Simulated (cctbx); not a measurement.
**Symmetry from intensities**

Cell: a = 6.1780 Å, b = 6.2700 Å, c = 8.8900 Å, α = 90.00°, β = 90.00°, γ = 90.00°. Expected content of the cell: In4 Ti4 Mg4 O16.

Simulated single-crystal data (cctbx): Mo Kα, λ = 0.71073 Å, to d = 0.7 Å, 95 % of the full sphere, strongest reflection 40000 counts, noise from counting, a 3 % proportional error and a noise floor of 15 counts (s.d.); no absorption, some extinction.

Tests on the unmerged data give:

```text
3988 reflections to d = 0.701 A
centring   violations  <I/sigma> of those
    A        729 of  1986      8.8
    B        680 of  1979      5.7
    C        961 of  2017     11.8
    I          0 of  2001     -0.0
    R       1146 of  2674     10.2
    F       1185 of  2991      8.8
Laue class    unique    Rint  (classes that these axes allow; Friedel mates merged)
I 1 2/m 1         568   0.023
I 1 1 2/m         556   0.023
I 2/m 1 1         568   0.023
I m m m           323   0.025
space group    extra absences  I>4sigma  <I/sigma>
I 2 2 2                 0          0         -  acentric
I 21 21 21              0          0         -  acentric
I m m 2                 0          0         -  acentric
I 2 m m                 0          0         -  acentric
I m 2 m                 0          0         -  acentric
I 2 m b                58          0      -0.4  acentric
I m 2 a                58          0      -0.4  acentric
I m m m                 0          0         -  centric
I m m a                58          0      -0.4  centric
I m m b                58          0      -0.4  centric
Wilson B = 0.47 A^2   <|E^2-1|> = 0.804 (0.968 centric, 0.736 acentric)   E^2>4: 1.6 %
shell (A)         n   <I/sigma>
 5.12 - 1.40     50     48.9
 1.40 - 1.11     40     52.8
 1.11 - 0.97     42     44.3
 0.97 - 0.88     37     46.0
 0.88 - 0.82     41     47.3
 0.82 - 0.77     32     40.1
 0.77 - 0.73     44     45.7
 0.73 - 0.70     37     43.5
```

Q: Read the symmetry from these tables.

The reflections that I centring forbids are absent (⟨I/σ⟩ near 0), so the lattice is I.

Rint stays low (0.023 to 0.025) up to I m m m, the highest class in these axes.

10 settings pass the absence test. The most absences obeyed, 58, belong to I 2 m b, I m 2 a, I m m a and I m m b, which absences can't tell apart.

⟨|E²−1|⟩ = 0.804 lies between the two ideal values. The Wilson B of 0.47 Å² means U ≈ 0.0060 Å².

The true group is Imma (no. 74), Laue class mmm, centrosymmetric. The tables only narrow the choice to the tied entries; cell content, site symmetry and trial solutions must settle it.

The model was made for the exercise: a known structure type with other elements put in, its volume estimated, not relaxed; displacement parameters are assumed.

[Logs are printed without paths, hosts, clocks, repeated set-up lines and the standing remarks that a program may print on its own settings, such as how far it seeks lower states.]
